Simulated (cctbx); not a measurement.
# Which space group?

Cell: a = 6.0320 Å, b = 6.0320 Å, c = 20.2620 Å, α = 90.00°, β = 90.00°, γ = 120.00°. Expected content of the cell: Cd18 Y2 Sr4.

Simulated single-crystal data (cctbx): synchrotron X-rays, λ = 0.6889 Å, to d = 0.77 Å, 70 % of the full sphere, strongest reflection 40000 counts, noise from counting, a 1.5 % proportional error and a noise floor of 8 counts (s.d.); no absorption.

A first pass over the reflections prints:

```text
4111 reflections to d = 0.771 A
centring   violations  <I/sigma> of those
    A       1357 of  2052     16.1
    B       1345 of  2025     16.1
    C       1254 of  2079     12.7
    I       1372 of  2057     16.2
    R       1713 of  2777     14.4
    F       1978 of  3078     15.0
Laue class    unique    Rint  (classes that these axes allow; Friedel mates merged)
P -1             2683   0.019
P 1 1 2/m        1505   0.022
P -3              995   0.024
P -3 1 m          579   0.025
P -3 m 1          639   0.025
P 6/m             525   0.025
P 6/m m m         373   0.025
space group    extra absences  I>4sigma  <I/sigma>
P 6 2 2                 0          0         -  acentric
P 63 2 2               20          0       0.0  acentric
P 6 m m                 0          0         -  acentric
P 63 m c              278          0       0.0  acentric
P -6 m 2                0          0         -  acentric
P -6 2 m                0          0         -  acentric
P -6 2 c              278          0       0.0  acentric
P 6/m m m               0          0         -  centric
P 63/m m c            278          0       0.0  centric
Wilson B = 0.91 A^2   <|E^2-1|> = 0.912 (0.968 centric, 0.736 acentric)   E^2>4: 3.0 %
shell (A)         n   <I/sigma>
10.13 - 1.54     64     48.7
 1.54 - 1.22     50     54.9
 1.22 - 1.07     43     50.0
 1.07 - 0.97     48     46.2
 0.97 - 0.90     46     50.4
 0.90 - 0.85     37     43.5
 0.85 - 0.81     43     39.5
 0.81 - 0.77     42     33.3
```

**Question.** What are the lattice type, the Laue class and the likely space group?

Every centring test has many violations, so the lattice is primitive.

Rint stays low (0.019 to 0.025) up to P 6/m m m, the highest class in these axes.

9 settings pass the absence test. The most absences obeyed, 278, belong to P 63 m c, P -6 2 c and P 63/m m c, which absences can't tell apart.

⟨|E²−1|⟩ = 0.912 leans to a centrosymmetric structure. The Wilson B of 0.91 Å² means U ≈ 0.0115 Å².

The true group is P6_3/mmc (no. 194), Laue class 6/mmm, centrosymmetric. The tables only narrow the choice to the tied entries; cell content, site symmetry and trial solutions must settle it.

This is a model crystal, built by substitution and not relaxed, with assumed displacement parameters.

[Logs are printed without paths, hosts, clocks, repeated set-up lines and the standing remarks that a program may print on its own settings, such as how far it seeks lower states.]
